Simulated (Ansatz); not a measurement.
## TiSi2(101) slab (72 atoms): support functions against a reference

Aim: test how closely localised support functions follow the reference on TiSi2(101) slab (72 atoms), and at what cost. A setting counts as converged where the r.m.s. difference of forces stays under 1 % of the r.m.s. force.

Method: Kohn-Sham DFT, PBE, PAW (set soft_2), plane waves, in Ansatz 0.2.0.

The database entry behind the starting cell is an old determination (1939), so it need not match the best structure at ambient conditions.

## Step 1: Starting point

The cell holds 72 atoms: 24 Ti and 48 Si. Its edges and angles: a = 8.236 Å, b = 9.768 Å, c = 24.411 Å, α = 90.0°, β = 90.0°, γ = 90.0°. It derives from TiSi2 (Fddd, COD entry). Fddd (COD entry) TiSi2 (cell 4.773, 8.236, 8.523, 90, 90, 90), (101) slab of 3 repeat layers, 1 x 1 surface cells, 14 Å of vacuum; atoms within 3.5 Å of the bottom held; every coordinate displaced by a Gaussian of 0.03 Å. Vacuum lies along c.

Limits known from the start: Beside vacuum, support functions can miss their usual error bounds without a warning.

## Step 2: Plane-wave single point

This run is the reference for what follows, at a cutoff of 420 eV.

The input, input.yaml:

```yaml
crystal:
  lattice:
    - [8.236, 0.0, 0.0]
    - [0.0, 9.76847, 0.0]
    - [0.0, 0.0, 24.41112]
  atoms:
    - { symbol: Ti, position: [0.24865, 0.24789, 0.2865] }
    - { symbol: Ti, position: [0.74907, 0.13061, 0.36988] }
    - { symbol: Ti, position: [0.25239, 0.75367, 0.28632] }
    - { symbol: Ti, position: [0.74654, 0.63451, 0.37108] }
    - { symbol: Ti, position: [0.00411, 0.88141, 0.37388] }
    - { symbol: Ti, position: [0.49248, 0.99722, 0.28757] }
    - { symbol: Ti, position: [0.00029, 0.3836, 0.37169] }
    - { symbol: Ti, position: [0.49635, 0.50118, 0.28641] }
    - { symbol: Si, position: [0.57874, 0.25502, 0.28656] }
    - { symbol: Si, position: [0.41698, 0.13288, 0.37247] }
    - { symbol: Si, position: [0.58859, 0.75459, 0.28686] }
    - { symbol: Si, position: [0.41946, 0.636, 0.3708] }
    - { symbol: Si, position: [0.66144, 0.88295, 0.37224] }
    - { symbol: Si, position: [0.83339, 0.00394, 0.28726] }
    - { symbol: Si, position: [0.66625, 0.38713, 0.37253] }
    - { symbol: Si, position: [0.83688, 0.50033, 0.28806] }
    - { symbol: Si, position: [0.08274, 0.63031, 0.374] }
    - { symbol: Si, position: [0.92471, 0.75053, 0.28666] }
    - { symbol: Si, position: [0.08518, 0.13429, 0.37351] }
    - { symbol: Si, position: [0.91931, 0.25381, 0.28692] }
    - { symbol: Si, position: [0.16728, 0.50142, 0.28534] }
    - { symbol: Si, position: [0.33058, 0.39037, 0.37234] }
    - { symbol: Si, position: [0.16561, 0.00365, 0.28632] }
    - { symbol: Si, position: [0.3297, 0.88578, 0.37372] }
    - { symbol: Ti, position: [0.24955, 0.01786, 0.45835] }
    - { symbol: Ti, position: [0.74989, 0.90451, 0.543] }
    - { symbol: Ti, position: [0.2519, 0.50895, 0.4553] }
    - { symbol: Ti, position: [0.75206, 0.39561, 0.54149] }
    - { symbol: Ti, position: [0.00333, 0.64625, 0.54103] }
    - { symbol: Ti, position: [0.50886, 0.76556, 0.4556] }
    - { symbol: Ti, position: [0.99444, 0.15327, 0.54141] }
    - { symbol: Ti, position: [0.50416, 0.26247, 0.45595] }
    - { symbol: Si, position: [0.58385, 0.01627, 0.45769] }
    - { symbol: Si, position: [0.41513, 0.8955, 0.54238] }
    - { symbol: Si, position: [0.57567, 0.51327, 0.45895] }
    - { symbol: Si, position: [0.41794, 0.39255, 0.54064] }
    - { symbol: Si, position: [0.66769, 0.64382, 0.54307] }
    - { symbol: Si, position: [0.83403, 0.76613, 0.4554] }
    - { symbol: Si, position: [0.66852, 0.14378, 0.54364] }
    - { symbol: Si, position: [0.82819, 0.26355, 0.45891] }
    - { symbol: Si, position: [0.09051, 0.39959, 0.5444] }
    - { symbol: Si, position: [0.92225, 0.50718, 0.45876] }
    - { symbol: Si, position: [0.08086, 0.9, 0.54367] }
    - { symbol: Si, position: [0.91962, 0.01799, 0.4573] }
    - { symbol: Si, position: [0.16578, 0.26623, 0.45725] }
    - { symbol: Si, position: [0.33671, 0.14952, 0.54358] }
    - { symbol: Si, position: [0.17168, 0.76195, 0.45948] }
    - { symbol: Si, position: [0.32301, 0.64258, 0.5436] }
    - { symbol: Ti, position: [0.24955, 0.77767, 0.62729] }
    - { symbol: Ti, position: [0.75352, 0.65164, 0.7117] }
    - { symbol: Ti, position: [0.25364, 0.27438, 0.62852] }
    - { symbol: Ti, position: [0.74691, 0.15816, 0.71436] }
    - { symbol: Ti, position: [0.00445, 0.40676, 0.71182] }
    - { symbol: Ti, position: [0.50402, 0.52854, 0.62558] }
    - { symbol: Ti, position: [0.99827, 0.90693, 0.71213] }
    - { symbol: Ti, position: [0.49639, 0.02731, 0.62748] }
    - { symbol: Si, position: [0.5791, 0.77213, 0.62753] }
    - { symbol: Si, position: [0.42225, 0.65543, 0.7133] }
    - { symbol: Si, position: [0.58808, 0.27619, 0.62705] }
    - { symbol: Si, position: [0.41937, 0.15027, 0.71525] }
    - { symbol: Si, position: [0.66582, 0.40652, 0.71568] }
    - { symbol: Si, position: [0.83311, 0.52618, 0.63209] }
    - { symbol: Si, position: [0.66941, 0.91152, 0.71213] }
    - { symbol: Si, position: [0.8299, 0.02605, 0.62772] }
    - { symbol: Si, position: [0.08, 0.16186, 0.71301] }
    - { symbol: Si, position: [0.91322, 0.2704, 0.6283] }
    - { symbol: Si, position: [0.08636, 0.65028, 0.71187] }
    - { symbol: Si, position: [0.91471, 0.77657, 0.62761] }
    - { symbol: Si, position: [0.16966, 0.02246, 0.62909] }
    - { symbol: Si, position: [0.33004, 0.91247, 0.71467] }
    - { symbol: Si, position: [0.16358, 0.52371, 0.62538] }
    - { symbol: Si, position: [0.33685, 0.4085, 0.71365] }
kpoints:
  mp_grid: { grid: [2, 2, 1] }
hamiltonian:
  xc: pbe
scf:
  occupations: { method: fermi_dirac, width: 0.05 }
output:
  forces: true
  populations: true
  dos:
    method: { smearing: { sigma: 0.1 } }
    de: 0.1
    projected: { site_lists: { Si: [Si], Ti: [Ti] } }
  eigenvalues: true
  write_density: true
  write_potential: true
  volumetric_format: npy
```

On the command line:

```console
ansatz run input.yaml --threads 4 --pin off --max-ram 8192MiB --backend cpu --events-out ev --progress --plain --runs-dir out
```

Numbers of over 12 decimals in the logs are rounded to 6 here.

The program printed:

```text
Engine: ansatz 0.2.0, aarch64-unknown-linux-gnu
Pseudopotentials: kind: paw
Pseudopotential: Ti, paw, valence charge 12, recommended cutoff 420 eV (normal), Ti.paw.azcp
Pseudopotential: Si, paw, valence charge 4, recommended cutoff 420 eV (normal), Si.paw.azcp
Functional definition: PBE
  parameter kappa = 0.804
  parameter beta = 0.066725
  exchange = pbe_x(kappa = kappa, mu = beta*pi^2/3)
  correlation = pbe_c(beta = beta)
Crystal: 72 atoms, lattice volume = 1963.951 Å³
Basis set: ecut = 420 eV, 38371 PW (Γ), exchange–correlation on 120×144×360 points (8 copies of the dense FFT grid, shifted against one another)
Bands: 312, of which v1, the nominal top of the filled ones, is band 240 counted from 1 (239 counted from 0)
Symmetry: 1 space group operations
Space group: P1 (ITA 1), of the structure as read, at distance tolerance 1.3e-4 Å
k-points: 4
Non-local potential: Ti, projectors of the file, l = 0: 3, l = 1: 2, l = 2: 3, l = 3: 1
Non-local potential: Si, projectors of the file, l = 0: 2, l = 1: 2, l = 2: 2
PAW form: soft (Blöchl's): semilocal exchange-correlation on the pseudo side does not see the compensation charge
PAW one-centre angular grid: Ti, 590 points (default); XC on 64 Gauss nodes
PAW one-centre angular grid: Si, 110 points (default); XC on 64 Gauss nodes
Initial density: superposition of atomic densities (neutral atoms: chi_scale 0, normalization atom), corrected by the library's trained network
Initial wavefunctions: pseudopotential atomic-orbital guess
Functional: x = pbe(κ = 0.804, μ = 0.219515), c = pbe(β = 0.066725)
SCF iter   1: F=—  HF=-90530.442382 eV  |F-HF|=—  |Δ(HF+E_count)|=         —  Δρ=4.11e-3  dr2=6.43e-1  ethr=1.77e-3  ⟨swp⟩=7.8  Hψ=6073  notcnv=0  defer=59
preconditioner: auto → LDOS  [metal: Δε(μ)=0.010 eV  Ē_g=5.867 eV  σ=0.050 eV  W_gap=0.05  n_scr=346 (ndim 8)  ℏωp=14.2 eV  f_vac=0.412  D(μ)=40.37/eV (n_scr^D=226)  β→1.0]
SCF iter   2: F=—  HF=-90530.455415 eV  |F-HF|=—  |Δ(HF+E_count)|=   1.30e-2  Δρ=2.01e-3  dr2=1.69e-1  ethr=1.34e-4  ⟨swp⟩=3.2  Hψ=2153  notcnv=0  defer=139
SCF iter   3: F=—  HF=-90530.431343 eV  |F-HF|=—  |Δ(HF+E_count)|=   2.41e-2  Δρ=6.36e-4  dr2=2.10e-2  ethr=3.52e-5  ⟨swp⟩=2.5  Hψ=2367  notcnv=0  defer=139
SCF iter   4: F=—  HF=-90530.428592 eV  |F-HF|=—  |Δ(HF+E_count)|=   2.75e-3  Δρ=1.73e-4  dr2=1.42e-3  ethr=4.37e-6  ⟨swp⟩=2.5  Hψ=1772  notcnv=0  defer=139
SCF iter   5: F=—  HF=-90530.428711 eV  |F-HF|=—  |Δ(HF+E_count)|=   1.19e-4  Δρ=5.53e-5  dr2=1.21e-4  ethr=2.95e-7  ⟨swp⟩=2.0  Hψ=1853  notcnv=0  defer=139
SCF iter   6: F=—  HF=-90530.428750 eV  |F-HF|=—  |Δ(HF+E_count)|=   3.92e-5  Δρ=2.45e-5  dr2=2.29e-5  ethr=2.52e-8  ⟨swp⟩=2.2  Hψ=1981  notcnv=0  defer=139
SCF iter   7: F=—  HF=-90530.429229 eV  |F-HF|=—  |Δ(HF+E_count)|=   4.78e-4  Δρ=8.69e-6  dr2=3.00e-6  ethr=4.77e-9  ⟨swp⟩=2.0  Hψ=2085  notcnv=0  defer=139
SCF iter   8: F=—  HF=-90530.429229 eV  |F-HF|=—  |Δ(HF+E_count)|=   4.58e-7  Δρ=3.63e-6  dr2=5.51e-7  ethr=6.26e-10  ⟨swp⟩=3.0  Hψ=2285  notcnv=0  defer=139
SCF iter   9: F=—  HF=-90530.429229 eV  |F-HF|=—  |Δ(HF+E_count)|=   3.52e-8  Δρ=1.45e-6  dr2=1.00e-7  ethr=1.15e-10  ⟨swp⟩=2.0  Hψ=1745  notcnv=0  defer=139
SCF iter  10: F=-90530.429229 eV  HF=-90530.429229 eV  |F-HF|=1.24e-8  |Δ(HF+E_count)|=   6.27e-9  Δρ=6.27e-7  dr2=1.80e-8  ethr=2.08e-11  ⟨swp⟩=29.8  Hψ=11755  notcnv=0
SCF 1 converged in 10 iterations: F = -90530.429229 eV  dr2 = 1.80e-8
  greatest PAW one-centre occupation: 0.999 electrons in one spin orbital (limit 2), on the Ti atom at site 4 (counted from 0), in its partial waves of l = 0
WARN: The output density's exchange-correlation potential varies sharply where the density is thin. Do not read a vacuum level from v_tot or v_xc, or from such a field of the output density. On a cell that repeats whose density bears no net charge and no dipole along the vacuum's axis use v_es (v_loc + v_h of the components); [...]
SCF converged after 10 iterations
Free energy (F): -90530.429229 eV
Harris-Foulkes:  -90530.429229 eV  (|F-HF|=1.24e-8)
Internal energy: -90530.081955 eV  (E = F + TS)
E sigma→0 (E₀):  -90530.255592 eV
Entropy (-TS):   -0.347275 eV (-4.823 meV/atom)
Fermi energy:    4.529171 eV
--- Per-component energies (eV) ---
  E_band       = -6444.485046
  E_kinetic    = 8582.019032
  E_local      = -279907.117785  (includes V_loc(G=0)·N_el)
  E_nonlocal   = 1419.367076
  E_hartree    = 136469.815339
  E_xc         = -5049.974721
  E_vxc        = -5253.886344  (∫ρ·V_xc dr)
  E_paw        = -49753.334580  (= ΣΔE_a)
  E_vpaw       = -4224.504992  (= ΣTr[D̂ρ^β])
  E_aug_tail   = 0.003020  (compensation charges beyond the density's cutoff)
  E_ewald      = 97709.140663
  E_smearing   = -0.347275  (= −TS)
  E_closure    = 0.000000  (closes the sum)
  Σ components = -90530.429229   (vs F -90530.429229, Δ=0.00e0)
--- Forces (eV/Å), atoms counted from 1 ---
  atom   1  Ti     0.37043148     0.63317870     0.25281183
  atom   2  Ti    -0.20407827     0.98505168     0.40314145
  atom   3  Ti     0.21166544     0.03167302     0.34965669
  atom   4  Ti     0.25587053     0.23774650    -0.16049390
  atom   5  Ti    -0.17614567     0.52599015    -0.78544287
  atom   6  Ti     0.09820966     0.73762383    -0.11383279
  atom   7  Ti     0.17591413     0.14638604    -0.20973936
  atom   8  Ti     0.03162918     0.43977336    -0.01298319
  atom   9  Si    -0.03484514    -0.46570215     0.29096617
  atom  10  Si    -0.26778672     0.12566343    -0.40280832
  atom  11  Si    -0.14599547    -0.35524940     0.04241668
  atom  12  Si    -0.28128862     0.05709660    -0.04673528
  atom  13  Si     0.06004725     0.27742626    -0.25434153
  atom  14  Si    -0.20368050    -0.73011503    -0.25571429
[...]
atom  71  Si     0.08218778     0.20585494     0.76842108
  atom  72  Si    -0.20218508     0.32365627    -0.13223524
  max |Σ_I F_I| component: 2.21e-5 eV/Å
--- Band table (eV) ---
  k-point 0: bands = ["-52.2177", "-52.2103", "-52.2014", "-52.1842", [... 296 levels ...], "7.4145", "7.4774", "7.5089", "7.5290", "7.5517", "7.5719", "7.5804", "7.6002", "7.6136", "7.6243", "7.6562", "7.6867"]
[...]
--- Löwdin populations: 72 sites ---
  site symbol       q [e]
     0     Ti     11.4468
     1     Ti     11.5988
     2     Ti     11.4431
[...]
71     Si      4.1003
  spilling = 0.010808 (of n_electrons = 480.000000)
```

Run time: 2.7 min. Hardware: 4 threads of Arm Neoverse V2, shared host; peak memory 6.1 GiB.

The program notes that it cut back its work space to fit the memory limit and the exchange-correlation potential is rough where the density is thin.

Read from the output:

| Property | Result |
| --- | --- |
| free energy | -90530.4292 eV |
| free energy per atom | -1257.3671 eV/atom |
| SCF cycles | 10 |
| r.m.s. force component | 0.415 eV/Å |
| longest force | 1.738 eV/Å |
| Fermi energy | 4.529 eV |
| levels partly filled by over 2 per cent | 35 |
| potential in mid-vacuum, over the Fermi level | 4.208 eV |
| potential 4.5 Å over the upper face | 4.21 eV |
| potential 4.5 Å under the lower face | 4.205 eV |
| spilling of the projection | 0.01081 |

The r.m.s. force component of 0.42 eV/Å sets the scale for the differences below.

## Step 3: Support functions medium

The cell is solved in localised support functions.

This step: Kohn-Sham DFT, PBE, PAW (set soft_2), localised support functions (medium) (Ansatz 0.2.0).

input.yaml, the sections that differ from step 2:

```yaml
scf:
  occupations: { method: fermi_dirac, width: 0.05 }
  eigensolver: { kind: { support_functions: { accuracy: medium } } }
  mixing: { beta: 0.2 }
  max_iter: 150
output:
  forces: true
# crystal, kpoints, hamiltonian: as in step 2
```

The program printed:

```text
Warning: scf.eigensolver.kind.support_functions: disabling space-group detection — the functions' gradient is summed over unrotated k-points, so no spatial operation reduces the k-mesh or symmetrises the density; time reversal is kept, so that k and −k are solved as one point where they differ and the mesh holds both, and exact exchange and, on two spinor components, a DFT+U term hold to it where the run has them: [...]
settings of this run that can trade accuracy for cost: scf.eigensolver.kind.support_functions [...]
[...]
Crystal: 72 atoms, lattice volume = 1963.951 Å³
Basis set: ecut = 420 eV, 38371 PW (Γ), exchange–correlation on 120×144×360 points (8 copies of the dense FFT grid, shifted against one another)
Bands: 288, of which v1, the nominal top of the filled ones, is band 240 counted from 1 (239 counted from 0)
Symmetry: 1 space group operations
k-points: 4
[...]
SCF iter   1: F=—  HF=-90525.995357 eV  |F-HF|=—  |Δ(HF+E_count)|=         —  Δρ=3.30e-2  dr2=2.28e2  ethr=1.00e-1
[...]
SCF iter  14: F=—  HF=-90530.461050 eV  |F-HF|=—  |Δ(HF+E_count)|=   9.17e-4  Δρ=9.88e-6  dr2=2.15e-6  ethr=1.82e-9  κ⁻¹=7.3e-7(r=7)
SCF iter  15: F=-90530.461052 eV  HF=-90530.461052 eV  |F-HF|=2.81e-8  |Δ(HF+E_count)|=   1.59e-6  Δρ=3.38e-6  dr2=4.12e-7  ethr=4.49e-10
SCF 1 converged in 15 iterations: F = -90530.479838 eV  dr2 = 4.12e-7
[...]
SCF converged after 15 iterations
Stability not checked: this state was not tested for a lower state beside it, because the mixer in use, unlike msr1, does not test its closes by its own steps (another_mixer; see scf.mixing.algorithm and scf.lower_state_search)
Free energy (F): -90530.479838 eV
[...]
Internal energy: -90530.132845 eV  (E = F + TS)
E sigma→0 (E₀):  -90530.306342 eV
Entropy (-TS):   -0.346993 eV (-4.819 meV/atom)
Fermi energy:    4.529315 eV
[...]
Σ components = -90530.479838   (vs F -90530.479838, Δ=0.00e0)
--- Forces (eV/Å), atoms counted from 1 ---
  atom   1  Ti     0.37046527     0.63308360     0.25333357
  atom   2  Ti    -0.20398153     0.98527953     0.40267169
  atom   3  Ti     0.21191730     0.03194123     0.34975090
  atom   4  Ti     0.25594551     0.23799023    -0.16035199
[...]
atom  72  Si    -0.20256806     0.32347945    -0.13286374
  max |Σ_I F_I| component: 7.56e-3 eV/Å
--- Band table (eV) ---
[...]
guard bands above this table: 35 of the run's 288 bands (output.publish_guard_bands: true publishes all)
[...]
```

It took 2.5 min on 4 threads; peak memory 3.9 GiB; 9.7 min of CPU time.

The program notes that the band table was not solved further than the SCF left it and it switched symmetry off.

Keys that differ from the reference: support_functions.accuracy = "medium", scf.max_iter = 150 and scf.mixing.beta = 0.2.

Forces differ from the reference by 0.30 meV/Å r.m.s., 0.072 % of their size, well within a tolerance of 1 %; the energy by -0.70 meV/atom. The two runs also began from different starting densities, which bears on cycles and time.

## Step 4: Support functions low

With localised support functions most steps grow linearly with size, though the diagonalisation grows faster unless the density matrix is cut; this run measures error and cost at this size.

This step: Kohn-Sham DFT, PBE, PAW (set soft_2), localised support functions (low) (Ansatz 0.2.0).

input.yaml, the sections that differ from step 3:

```yaml
scf:
  occupations: { method: fermi_dirac, width: 0.05 }
  eigensolver: { kind: { support_functions: { accuracy: low } } }
  mixing: { beta: 0.2 }
  max_iter: 150
# crystal, kpoints, hamiltonian, output: as in step 3
```

The program printed:

```text
[...]
Crystal: 72 atoms, lattice volume = 1963.951 Å³
Basis set: ecut = 420 eV, 38371 PW (Γ), exchange–correlation on 120×144×360 points (8 copies of the dense FFT grid, shifted against one another)
Bands: 288, of which v1, the nominal top of the filled ones, is band 240 counted from 1 (239 counted from 0)
Symmetry: 1 space group operations
k-points: 4
[...]
SCF iter   1: F=—  HF=-90525.991438 eV  |F-HF|=—  |Δ(HF+E_count)|=         —  Δρ=3.30e-2  dr2=2.28e2  ethr=1.00e-1
[...]
SCF iter  12: F=—  HF=-90530.458097 eV  |F-HF|=—  |Δ(HF+E_count)|=   1.31e-3  Δρ=3.78e-5  dr2=2.56e-5  ethr=9.51e-8  κ⁻¹=8.9e-7(r=7)
SCF iter  13: F=-90530.459212 eV  HF=-90530.459216 eV  |F-HF|=3.69e-6  |Δ(HF+E_count)|=   1.12e-3  Δρ=1.49e-5  dr2=1.01e-5  ethr=5.33e-9
SCF 1 converged in 13 iterations: F = -90530.479813 eV  dr2 = 1.01e-5
[...]
SCF converged after 13 iterations
[...]
Free energy (F): -90530.479813 eV
[...]
Internal energy: -90530.132877 eV  (E = F + TS)
E sigma→0 (E₀):  -90530.306345 eV
Entropy (-TS):   -0.346936 eV (-4.819 meV/atom)
Fermi energy:    4.529255 eV
[...]
Σ components = -90530.479813   (vs F -90530.479813, Δ=0.00e0)
--- Forces (eV/Å), atoms counted from 1 ---
  atom   1  Ti     0.37072397     0.63304045     0.25344979
  atom   2  Ti    -0.20400023     0.98516370     0.40272473
  atom   3  Ti     0.21180054     0.03185903     0.34992039
  atom   4  Ti     0.25601820     0.23804179    -0.16064045
[...]
atom  72  Si    -0.20249623     0.32344530    -0.13314939
  max |Σ_I F_I| component: 7.11e-3 eV/Å
--- Band table (eV) ---
[...]
```

Wall time 2.2 min (4 threads); peak memory 3.8 GiB; 8.6 min of CPU time.

Keys that differ from the reference: support_functions.accuracy = "low", scf.max_iter = 150 and scf.mixing.beta = 0.2.

Forces differ from the reference by 0.34 meV/Å r.m.s., 0.083 % of their size, well within a tolerance of 1 %; the energy by -0.70 meV/atom. The two runs also began from different starting densities, which bears on cycles and time.

(Continued in part 2 of 3.)

[Logs are printed without paths, hosts, clocks, repeated set-up lines and the standing remarks that a program may print on its own settings, such as how far it seeks lower states.]

[Hosts, paths, dates, database ids (printed as entryN), source tags and the programs' standing remarks are cut or masked in the printed files.]
